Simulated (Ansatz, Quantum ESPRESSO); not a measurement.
**LiHF2 (R-3m): zone-centre phonons**

Which modes does LiHF2 (R-3m) have at the zone centre?

Method: DFT LDA, scalar-relativistic, plane waves, JTH PAW pseudopotentials, in Quantum ESPRESSO 7.5.

**1. Starting point**

The structure is trigonal, space group R-3m (No. 166). The conventional cell has a = 2.934 Å, b = 2.934 Å, c = 13.100 Å, α = 90.00°, β = 90.00°, γ = 120.00°. Nearest to Li lie 6 F at 1.99 Å. Nearest to H lie 2 F at 1.14 Å. Nearest to F lie 1 H at 1.14 Å and 3 Li at 1.99 Å. Farther neighbours and most contacts between anions are not listed.

**2. A probe with smearing**

A cheap run with smearing and empty bands tells whether the crystal has a gap, which decides between fixed occupations and smearing later on.

probe.in

```
&CONTROL
  calculation = 'scf'
  prefix      = 'x'
  outdir      = './tmp'
  pseudo_dir  = './pseudo'
  tprnfor     = .true.
  tstress     = .true.
  verbosity   = 'high'
/
&SYSTEM
  ibrav       = 0
  nat         = 4
  ntyp        = 3
  ecutwfc     = 50.0
  ecutrho     = 250.0
  occupations = 'smearing'
  smearing    = 'gaussian'
  degauss     = 0.01
/
&ELECTRONS
  conv_thr         = 1.0d-07
  mixing_beta      = 0.7
  electron_maxstep = 100
/
ATOMIC_SPECIES
 Li      6.9400  Li.upf
 H       1.0080  H.upf
 F      18.9984  F.upf
CELL_PARAMETERS angstrom
     1.466983590    0.846963370    4.366688720
    -1.466983590    0.846963370    4.366688720
     0.000000000   -1.693926740    4.366688720
ATOMIC_POSITIONS crystal
 Li     0.000000000   0.000000000   0.000000000
 H      0.500000000   0.500000000   0.500000000
 F      0.413301880   0.413301880   0.413301880
 F      0.586698120   0.586698120   0.586698120
K_POINTS automatic
 9 9 9 0 0 0
```

Run with:

```bash
$ OMP_NUM_THREADS=1 mpirun -n 8 pw.x -nk 8 -in probe.in > probe.out
```

What it wrote:

```text
[banners, grids, parts of the stress and lines that vanish by symmetry left out]
Program PWSCF v.7.5
     file Li.upf: wavefunction(s)  1S 2S 0S 2P 0P renormalized
     file H.upf: wavefunction(s)  1S 0S 0P renormalized
[...]
kinetic-energy cutoff     =      50.0000  Ry
     charge density cutoff     =     250.0000  Ry
     scf convergence threshold =      1.0E-07
[...]
Exchange-correlation= SLA PW NOGX NOGC
                           (   1   4   0   0   0   0   0)
[...]
12 Sym. Ops., with inversion, found
[...]
(     0          1          0      )
                  (     0          0          1      )
[...]
(  0.0000000  1.0000000 -0.0000000 )
                  (  0.0000000 -0.0000000  1.0000000 )
[...]
(    -1          0          0      )
                  (     0          0         -1      )
[...]
(     1          0          0      )
[...]
( -0.8660254 -0.5000000 -0.0000000 )
                  ( -0.0000000  0.0000000  1.0000000 )
[...]
number of k points=    85  Gaussian smearing, width (Ry)=  0.0100
[...]
End of self-consistent calculation
[...]
the Fermi energy is     4.4940 ev
!    total energy              =    -132.86354493 Ry
[...]
convergence has been achieved in   7 iterations
[...]
atom    1 type  1   force =    -0.00000000   -0.00000000    0.00000000
     atom    2 type  2   force =    -0.00000000    0.00000000    0.00000000
     atom    3 type  3   force =    -0.00000000   -0.00000000   -0.00860425
     atom    4 type  3   force =    -0.00000000   -0.00000000    0.00860425
[...]
Total force =     0.012168     Total SCF correction =     0.000240
[...]
total   stress  (Ry/bohr**3)                   (kbar)     P=      -23.53
[...]
XML data file, charge density, pseudopotentials, collected wavefunctions

   JOB DONE.
```

Wall time 5 s (8 MPI ranks of Arm Neoverse V2, shared host).

Numbers from this step:

| Property | Result |
| --- | --- |
| volume per atom | 8.138 Å³ |
| pressure | -2.353 GPa |
| gap on the k-mesh | 8.052 eV |

A gap of 8.1 eV opens on this mesh, so the crystal is taken as an insulator; the start stands at -2.4 GPa.

**3. Relaxing the cell and atoms**

Frequencies change by per cents with a per cent of volume, so the structure is first brought to rest at this level of theory.

relax.in

```
&CONTROL
  calculation   = 'vc-relax'
  prefix        = 'x'
  outdir        = './tmp'
  pseudo_dir    = './pseudo'
  tprnfor       = .true.
  tstress       = .true.
  forc_conv_thr = 2.0d-05
  etot_conv_thr = 1.0d-07
  nstep         = 40
/
&SYSTEM
  ibrav       = 0
  nat         = 4
  ntyp        = 3
  ecutwfc     = 50.0
  ecutrho     = 250.0
  occupations = 'fixed'
  nbnd        = 11
/
&ELECTRONS
  conv_thr         = 1.0d-11
  mixing_beta      = 0.7
  electron_maxstep = 100
/
&IONS
/
&CELL
  press_conv_thr = 0.1
/
ATOMIC_SPECIES
 Li      6.9400  Li.upf
 H       1.0080  H.upf
 F      18.9984  F.upf
CELL_PARAMETERS angstrom
     1.466983590    0.846963370    4.366688720
    -1.466983590    0.846963370    4.366688720
     0.000000000   -1.693926740    4.366688720
ATOMIC_POSITIONS crystal
 Li     0.000000000   0.000000000   0.000000000
 H      0.500000000   0.500000000   0.500000000
 F      0.413301880   0.413301880   0.413301880
 F      0.586698120   0.586698120   0.586698120
K_POINTS automatic
 9 9 9 0 0 0
```

Run with:

```bash
$ OMP_NUM_THREADS=1 mpirun -n 8 pw.x -nk 8 -in relax.in > relax.out
```

What it wrote:

```text
[banners, grids, parts of the stress and lines that vanish by symmetry left out]
[banner, memory and clock lines left out]
Program PWSCF v.7.5

[...]
kinetic-energy cutoff     =      50.0000  Ry
     charge density cutoff     =     250.0000  Ry
     scf convergence threshold =      1.0E-11
[...]
energy convergence thresh.=      1.0E-07
     force convergence thresh. =      2.0E-05
     press convergence thresh. =      1.0E-01
     Exchange-correlation= SLA PW NOGX NOGC
                           (   1   4   0   0   0   0   0)
[...]
12 Sym. Ops., with inversion, found
[...]
number of k points=    85
[...]
End of self-consistent calculation
[...]
highest occupied, lowest unoccupied level (ev):    -1.1268    6.9255
!    total energy              =    -132.86354495 Ry
[...]
convergence has been achieved in  10 iterations
[...]
atom    1 type  1   force =     0.00000000    0.00000000    0.00000000
     atom    2 type  2   force =    -0.00000000    0.00000000   -0.00000000
     atom    3 type  3   force =    -0.00000000    0.00000000   -0.00860076
     atom    4 type  3   force =     0.00000000    0.00000000    0.00860076
     Total force =     0.012163     Total SCF correction =     0.000004
[...]
total   stress  (Ry/bohr**3)                   (kbar)     P=      -22.95
[...]
number of bfgs steps    =   0
[...]
CELL_PARAMETERS (angstrom)
[...]
ATOMIC_POSITIONS (crystal)
Li               0.0000000000        0.0000000000        0.0000000000
H                0.5000000000        0.5000000000        0.5000000000
F                0.4129544522        0.4129544522        0.4129544522
F                0.5870455478        0.5870455478        0.5870455478
[...]
New effective cutoffs (rho, wfc):  251.51   50.45
[...]
End of self-consistent calculation
[...]
highest occupied, lowest unoccupied level (ev):    -1.0363    7.0567
!    total energy              =    -132.86404448 Ry
[...]
convergence has been achieved in   9 iterations
[...]
atom    1 type  1   force =     0.00000000    0.00000000    0.00000000
     atom    2 type  2   force =    -0.00000000   -0.00000000    0.00000000
     atom    3 type  3   force =    -0.00000000   -0.00000000   -0.00466252
     atom    4 type  3   force =     0.00000000   -0.00000000    0.00466252
     Total force =     0.006594     Total SCF correction =     0.000004
[...]
total   stress  (Ry/bohr**3)                   (kbar)     P=      -19.08
[...]
number of bfgs steps    =   1
[...]
CELL_PARAMETERS (angstrom)
[...]
ATOMIC_POSITIONS (crystal)
[...]
New effective cutoffs (rho, wfc):  254.85   51.15
[...]
End of self-consistent calculation
[...]
highest occupied, lowest unoccupied level (ev):    -0.8905    7.2788
!    total energy              =    -132.86451441 Ry
[...]
convergence has been achieved in  10 iterations
[...]
atom    1 type  1   force =    -0.00000000   -0.00000000    0.00000000
     atom    2 type  2   force =    -0.00000000   -0.00000000    0.00000000
     atom    3 type  3   force =    -0.00000000    0.00000000   -0.00188162
     atom    4 type  3   force =     0.00000000   -0.00000000    0.00188162
     Total force =     0.002661     Total SCF correction =     0.000005
[...]
total   stress  (Ry/bohr**3)                   (kbar)     P=       -9.88
[...]
number of bfgs steps    =   4
[...]
New effective cutoffs (rho, wfc):  259.19   52.06
[...]
highest occupied, lowest unoccupied level (ev):    -0.7248    7.5253
!    total energy              =    -132.86470458 Ry
[...]
convergence has been achieved in   6 iterations
[...]
Total force =     0.001144     Total SCF correction =     0.000011
[...]
total   stress  (Ry/bohr**3)                   (kbar)     P=       -0.35
[...]
number of bfgs steps    =   5
[...]
New effective cutoffs (rho, wfc):  260.02   52.22
[...]
highest occupied, lowest unoccupied level (ev):    -0.7078    7.5496
!    total energy              =    -132.86471581 Ry
[...]
convergence has been achieved in   7 iterations
[...]
Total force =     0.000191     Total SCF correction =     0.000000
[...]
total   stress  (Ry/bohr**3)                   (kbar)     P=       -0.20
[...]
number of bfgs steps    =   6
[...]
New effective cutoffs (rho, wfc):  260.32   52.28
[...]
highest occupied, lowest unoccupied level (ev):    -0.7009    7.5595
!    total energy              =    -132.86471648 Ry
[...]
convergence has been achieved in   7 iterations
[...]
Total force =     0.000018     Total SCF correction =     0.000001
[...]
total   stress  (Ry/bohr**3)                   (kbar)     P=       -0.04
[...]
number of bfgs steps    =   7
[...]
small trust_radius: resetting bfgs history
[...]
CELL_PARAMETERS (angstrom)
[...]
ATOMIC_POSITIONS (crystal)
[...]
New effective cutoffs (rho, wfc):  260.32   52.28
[...]
End of self-consistent calculation
[...]
highest occupied, lowest unoccupied level (ev):    -0.7007    7.5598
!    total energy              =    -132.86471648 Ry
[...]
convergence has been achieved in   6 iterations
[...]
atom    1 type  1   force =    -0.00000000    0.00000000    0.00000000
     atom    2 type  2   force =    -0.00000000    0.00000000    0.00000000
     atom    3 type  3   force =    -0.00000000    0.00000000   -0.00000951
     atom    4 type  3   force =     0.00000000   -0.00000000    0.00000951
     Total force =     0.000013     Total SCF correction =     0.000000
[...]
total   stress  (Ry/bohr**3)                   (kbar)     P=       -0.02
[...]
bfgs converged in   9 scf cycles and   8 bfgs steps
[...]
End of BFGS Geometry Optimization
     Final enthalpy           =    -132.8647164797 Ry
     File ./tmp/x.bfgs deleted, as requested
[...]
CELL_PARAMETERS (angstrom)
[...]
ATOMIC_POSITIONS (crystal)
[...]
F                0.4126071074        0.4126071074        0.4126071074
F                0.5873928926        0.5873928926        0.5873928926
[...]
Final scf calculation at the relaxed structure.
[...]
kinetic-energy cutoff     =      50.0000  Ry
     charge density cutoff     =     250.0000  Ry
     scf convergence threshold =      1.0E-13
[...]
press convergence thresh. =      1.0E-01
     Exchange-correlation= SLA PW NOGX NOGC
                           (   1   4   0   0   0   0   0)
[...]
12 Sym. Ops., with inversion, found
[...]
number of k points=    85
[...]
End of self-consistent calculation
[...]
highest occupied, lowest unoccupied level (ev):    -0.7000    7.5600
!    total energy              =    -132.86397312 Ry
[...]
convergence has been achieved in  11 iterations
[...]
atom    1 type  1   force =     0.00000000   -0.00000000   -0.00000000
     atom    2 type  2   force =    -0.00000000    0.00000000    0.00000000
     atom    3 type  3   force =     0.00000000   -0.00000000   -0.00001952
     atom    4 type  3   force =    -0.00000000    0.00000000    0.00001952
     Total force =     0.000028     Total SCF correction =     0.000002
[...]
total   stress  (Ry/bohr**3)                   (kbar)     P=        1.42
[...]
XML data file, charge density, pseudopotentials, collected wavefunctions
```

Wall time 41 s (8 MPI ranks).

Relaxation path:

| step | energy less that of the first step (eV) | largest force (eV/Å) | pressure (GPa) | volume (Å³) |
| --- | --- | --- | --- | --- |
| 1 | 0.0000 | 0.2211 | -2.29 | 32.55 |
| 2 | -0.0068 | 0.1199 | -1.91 | 32.17 |
| 3 | -0.0132 | 0.0484 | -0.99 | 31.59 |
| 4 | -0.0155 | 0.0436 | 0.04 | 30.96 |
| 5 | -0.0156 | 0.0335 | -0.01 | 30.98 |
| 6 | -0.0158 | 0.0208 | -0.03 | 30.97 |
| 7 | -0.0159 | 0.0035 | -0.02 | 30.92 |
| 8 | -0.0159 | 0.0003 | 0.00 | 30.90 |
| 9 | -0.0159 | 0.0002 | 0.00 | 30.90 |
| 10 | -0.0058 | 0.0005 | 0.14 | 30.90 |

| conventional cell, symmetrised | before | after | change |
| --- | --- | --- | --- |
| a (Å) | 2.934 | 2.868 | -2.2 % |
| b (Å) | 2.934 | 2.868 | -2.2 % |
| c (Å) | 13.100 | 13.008 | -0.7 % |
| volume (Å³/atom) | 8.14 | 7.72 | -5.1 % |

The relaxed structure:

```cif
data_structure
_symmetry_space_group_name_H-M 'P 1'
_symmetry_Int_Tables_number 1
_cell_length_a 4.6415
_cell_length_b 4.6415
_cell_length_c 4.6415
_cell_angle_alpha 35.997
_cell_angle_beta 35.997
_cell_angle_gamma 35.997
_cell_volume 30.90
loop_
_atom_site_label
_atom_site_type_symbol
_atom_site_fract_x
_atom_site_fract_y
_atom_site_fract_z
_atom_site_occupancy
Li1 Li 0.00000 0.00000 0.00000 1
H2 H 0.50000 0.50000 0.50000 1
F3 F 0.41261 0.41261 0.41261 1
F4 F 0.58739 0.58739 0.58739 1
```

The last row of the table of steps is pw.x's closing run on a basis chosen anew for the final cell, so its energy can jump.

This step gave:

- volume per atom: 7.724 Å³
- pressure: 0.1417 GPa
- gap on the k-mesh: 8.26 eV

The volume changes by -5.1 % from the cell with which this run began.

**4. Self-consistent run for the response**

Perturbation theory inherits every error of the wavefunctions, so the threshold is set near the limit of the arithmetic. With a gap, occupations are fixed, which also allows the response to an electric field.

scf.in

```
&CONTROL
  calculation = 'scf'
  prefix      = 'x'
  outdir      = './tmp'
  pseudo_dir  = './pseudo'
  tprnfor     = .true.
  tstress     = .true.
/
&SYSTEM
  ibrav       = 0
  nat         = 4
  ntyp        = 3
  ecutwfc     = 50.0
  ecutrho     = 250.0
  occupations = 'fixed'
  nbnd        = 11
/
&ELECTRONS
  conv_thr         = 1.0d-12
  mixing_beta      = 0.7
  electron_maxstep = 100
/
ATOMIC_SPECIES
 Li      6.9400  Li.upf
 H       1.0080  H.upf
 F      18.9984  F.upf
CELL_PARAMETERS angstrom
     1.434220937    0.828047844    4.336049938
    -1.434220937    0.828047844    4.336049938
     0.000000000   -1.656095689    4.336049938
ATOMIC_POSITIONS crystal
 Li     0.000000000   0.000000000   0.000000000
 H      0.500000000   0.500000000   0.500000000
 F      0.412607107   0.412607107   0.412607107
 F      0.587392893   0.587392893   0.587392893
K_POINTS automatic
 9 9 9 0 0 0
```

Run with:

```bash
$ OMP_NUM_THREADS=1 mpirun -n 8 pw.x -nk 8 -in scf.in > scf.out
```

What it wrote:

```text
[banners, grids, parts of the stress and lines that vanish by symmetry left out]
[banner, memory and clock lines left out]
Program PWSCF v.7.5

[...]
kinetic-energy cutoff     =      50.0000  Ry
     charge density cutoff     =     250.0000  Ry
     scf convergence threshold =      1.0E-12
[...]
Exchange-correlation= SLA PW NOGX NOGC
                           (   1   4   0   0   0   0   0)
[...]
12 Sym. Ops., with inversion, found
[...]
number of k points=    85
[...]
End of self-consistent calculation
[...]
highest occupied, lowest unoccupied level (ev):    -0.7000    7.5600
!    total energy              =    -132.86397312 Ry
[...]
convergence has been achieved in  10 iterations
[...]
atom    1 type  1   force =    -0.00000000   -0.00000000   -0.00000000
     atom    2 type  2   force =     0.00000000    0.00000000    0.00000000
     atom    3 type  3   force =     0.00000000   -0.00000000   -0.00002018
     atom    4 type  3   force =     0.00000000    0.00000000    0.00002018
     Total force =     0.000029     Total SCF correction =     0.000001
[...]
total   stress  (Ry/bohr**3)                   (kbar)     P=        1.42
[...]
XML data file, charge density, pseudopotentials, collected wavefunctions
```

The job ended after 5.7 s (8 MPI ranks).

The cell stands at 0.14 GPa, close enough for phonons.

(Part 1 of 3 ends here.)

[Host names and launcher messages were left out of these logs when they were recorded.]

[Logs are printed without paths, hosts, clocks, repeated set-up lines and the standing remarks that a program may print on its own settings, such as how far it seeks lower states.]

[Hosts, paths, dates, database ids (printed as entryN), source tags and the programs' standing remarks are cut or masked in the printed files.]
